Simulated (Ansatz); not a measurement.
# Σ3 (111) boundary in fcc Ni: structure and resistance, part 2 of 2

Aim: the relaxed structure and the specific resistance of the Σ3 (111) boundary in fcc Ni.

Ansatz 0.2.0; Ansatz plane-wave DFT, PBE, PAW files, collinear spin; relaxation of a bicrystal slab with its lowest layers held; PAW set soft_1 (the session's first sound run).

So far. Step 2 (Relaxing the bicrystal): The largest force component on a free atom ends at 0.0027 eV/Å, under the tolerance of 0.03, after 3 steps.

**3. Transmission across the boundary (continued)**

ELF in the ca plane at fractional y = 0.000, with atoms of Ni within 0.2 Å of it. It is the smooth field of the valence electrons, not physical close to the nuclei.

Ten even steps from '0' (0.00) to '9' (0.96), each cell a mean:
```
84123222222232148721322222222222685110000000
42122112221122123312211122111221342111000000
11221111211112211112111122111122111121000000
22211211211211222222122122122122222221100000
12221111211212221122111122111122122221100000
21221112211112212212211122111121222111000000
73122222222222137622222222222222574111000000
95123322222332159831332222223322896210000000
```
Columns run along c (16.0 Å, from fractional 0.68 to 1.00 of the cell), rows up along a (2.5 Å). Atoms in or near the plane, at fractional coordinates: Ni at (0.80, 0.00), Ni at (0.92, 0.00).

Nearest the Fermi level spin up passes 0.594 of 0.647 channels of the lower lead and spin down 1.47 of 1.71.

**4. Specific resistance**

This step: Ansatz plane-wave DFT, PBE, PAW files, collinear spin; ballistic transport by layer matching (Landauer), zero bias; specific resistance of the boundary; PAW set soft_1 (Ansatz 0.2.0).

Numbers from this step:

```yaml
area_resistance: 0.08233 fΩ m²
t_over_the_leads_mean_channel_count: 0.8629
spin_asymmetry_gamma: -0.09670 (R down - R up) / (R down + R up)
```

Averaged over the energies near the Fermi level, 86.3 % of the channels pass, which makes 0.0823 fΩ m².

By hand, with means over the energies near the Fermi level: RA per spin = A (h/e²)(1/T − ½[1/N₁ + 1/N₂]); spin up: 5.377×10⁻²⁰ m² × 25 813 Ω × (1/0.5856 − ½[1/0.6344 + 1/0.6344]) = 0.182 fΩ m²; spin down: 5.377×10⁻²⁰ m² × 25 813 Ω × (1/1.469 − ½[1/1.748 + 1/1.745]) = 0.150 fΩ m². The spins conduct in parallel, so 1/RA = 1/0.182 + 1/0.150 and RA = 0.0823 fΩ m²; γ = (0.150 − 0.182)/(0.150 + 0.182) = -0.097.

**5. Single-crystal slab for reference**

The free faces cost energy too. A single-crystal slab with the same faces and held layers is relaxed, so that they cancel.

This step: Ansatz plane-wave DFT, PBE, PAW files, collinear spin; relaxation of a single-crystal slab with its lowest layers held; PAW set soft_1 (Ansatz 0.2.0).

System of this step: Ni slab, plane (1, 1, 1). The cell holds 10 atoms: 10 Ni. Cell: a = 2.492 Å, b = 2.492 Å, c = 29.311 Å, α = 90.0°, β = 90.0°, γ = 120.0°. It derives from Ni. Vacuum lies along c.

Contents of input.yaml:

```yaml
crystal:
  lattice:
    - [2.4918442969, 0.0, 0.0]
    - [-1.2459221485, 2.1580004634, 0.0]
    - [0.0, 0.0, 29.3112411374]
  atoms:
    - { symbol: Ni, position: [0.9999999999, 0.0, 0.1705830189], spin: 1.0 }
    - { symbol: Ni, position: [0.3333333332, 0.6666666667, 0.2399960587], spin: 1.0 }
    - { symbol: Ni, position: [0.6666666666, 0.3333333333, 0.3094090985], spin: 1.0 }
    - { symbol: Ni, position: [0.9999999999, 0.0, 0.3788221384], spin: 1.0 }
    - { symbol: Ni, position: [0.3333333333, 0.6666666667, 0.4482351782], spin: 1.0 }
    - { symbol: Ni, position: [0.6666666666, 0.3333333333, 0.517648218], spin: 1.0 }
    - { symbol: Ni, position: [1.0, 0.0, 0.5870612579], spin: 1.0 }
    - { symbol: Ni, position: [0.3333333333, 0.6666666667, 0.6564742977], spin: 1.0 }
    - { symbol: Ni, position: [0.6666666667, 0.3333333333, 0.7258873375], spin: 1.0 }
    - { symbol: Ni, position: [0.0, 0.0, 0.7953003774], spin: 1.0 }
magnetization:
  spin_polarized: true
kpoints:
  mp_grid: { grid: [11, 11, 1] }
hamiltonian:
  xc: pbe
  pseudopotentials: { kind: paw, azcp: { folder: soft_1 } }
scf:
  occupations: { method: fermi_dirac, width: 0.1 }
relax:
  f_tol: 0.03
  max_steps: 80
  constraints: [{ sites: [0, 1] }]
```

Launch:

```bash
$ ansatz run input.yaml --threads 8 --pin off --max-ram 15360MiB --backend cpu --events-out ev --progress --plain --runs-dir out
```

Run time: 2.2 min. Hardware: 8 threads of Arm Neoverse N1, shared host; peak memory 1.2 GiB; 9.2 min of CPU time.

Relaxation path:

```csv
step,energy less that of the first step (eV),largest force component (eV/Å)
1,0.0000,0.1597
2,-0.0018,0.0949
3,-0.0027,0.0028
```

The atoms that moved most (Å):

```csv
atom,dx,dy,dz,length
Ni10,0.000,0.000,-0.055,0.055
Ni9,0.000,0.000,-0.025,0.025
Ni8,0.000,0.000,-0.021,0.021
Ni7,0.000,0.000,-0.018,0.018
Ni6,0.000,0.000,-0.015,0.015
Ni5,0.000,0.000,-0.011,0.011
Ni4,0.000,0.000,-0.008,0.008
Ni3,0.000,0.000,-0.006,0.006
```

Final coordinates:

```xyz
10
Lattice="2.4918 0.0000 0.0000 -1.2459 2.1580 0.0000 0.0000 0.0000 29.3112" Properties=species:S:1:pos:R:3
Ni    2.4918    0.0000    5.0000
Ni    0.0000    1.4387    7.0346
Ni    1.2459    0.7193    9.0636
Ni    2.4918    0.0000   11.0953
Ni    0.0000    1.4387   13.1273
Ni    1.2459    0.7193   15.1577
Ni    2.4918    0.0000   17.1896
Ni    0.0000    1.4387   19.2210
Ni    1.2459    0.7193   21.2521
Ni    0.0000    0.0000   23.2567
```

This step gave:

```yaml
free_energy: -58396.2268 eV
energy_at_zero_smearing: -58395.9513 eV
fermi_energy: 10.87 eV
magnetization: 6.298 μB
absolute_magnetization: 7.233 μB
```

The largest force component on a free atom ends at 0.0028 eV/Å, under the tolerance of 0.03, after 3 steps.

**6. Bulk reference**

The perfect crystal gives the energy per atom, for the atoms by which bicrystal and slab differ.

This step: Ansatz plane-wave DFT, PBE, PAW files, collinear spin; bulk reference; PAW set soft_1 (Ansatz 0.2.0).

System of this step: Ni. The structure is cubic, space group Fm-3m (No. 225). The conventional cell has a = 3.524 Å, b = 3.524 Å, c = 3.524 Å, α = 90.00°, β = 90.00°, γ = 90.00°. Nearest to Ni lie 12 Ni at 2.49 Å.

input.yaml, the sections that differ from step 5:

```yaml
crystal:
  lattice:
    - [0.0, 1.762, 1.762]
    - [1.762, 0.0, 1.762]
    - [1.762, 1.762, 0.0]
  atoms:
    - { symbol: Ni, position: [0.0, 0.0, 0.0], spin: 1.0 }
kpoints:
  mp_grid: { grid: [21, 21, 21] }
# magnetization, hamiltonian, scf: as in step 5
# relax: removed
```

Run time: 6.8 s. Hardware: 8 threads; peak memory 0.33 GiB; 14 s of CPU time.

This step gave:

```yaml
free_energy: -5839.7518 eV
energy_at_zero_smearing: -5839.7248 eV
fermi_energy: 17.82 eV
magnetization: 0.6244 μB
absolute_magnetization: 0.7139 μB
site_moments: 0.6624 μB
```

The cell carries a net spin moment of 0.62 μB and an absolute one of 0.71 μB.

**7. Boundary energy**

This step: Ansatz plane-wave DFT, PBE, PAW files, collinear spin; bicrystal less single-crystal slab less bulk atoms, a boundary area; PAW set soft_1 (Ansatz 0.2.0).

This step gave:

* excess energy of the cell: 0.02894 eV
* boundary energy: 0.08623 J/m²

The boundary costs 0.086 J/m².

By hand: 0.0289 eV / 5.377 Å² × 16.02 = 0.0862 J/m².

**8. Outcome**

- specific resistance of the boundary: 0.0823 fΩ m²
- share of channels that pass: 0.863
- boundary energy: 0.0862 J/m²

In words: The boundary has a specific resistance of 0.082 fΩ m² and an energy of 0.086 J/m². The boundary reflects 14 % of the channels; 0.082 fΩ m² is 0.82×10⁻¹² Ω·cm². That equals the resistance of 1.1 nm of bulk Ni at 300 K (measured 7.2 µΩ cm, CRC Handbook of Chemistry and Physics, 84th ed., 2003, Electrical Resistivity of Pure Metals). One magnetic start was tried, and the two spins conduct in parallel without mixing.

[Logs are printed without paths, hosts, clocks, repeated set-up lines and the standing remarks that a program may print on its own settings, such as how far it seeks lower states.]

[Hosts, paths, dates, database ids (printed as entryN), source tags and the programs' standing remarks are cut or masked in the printed files.]
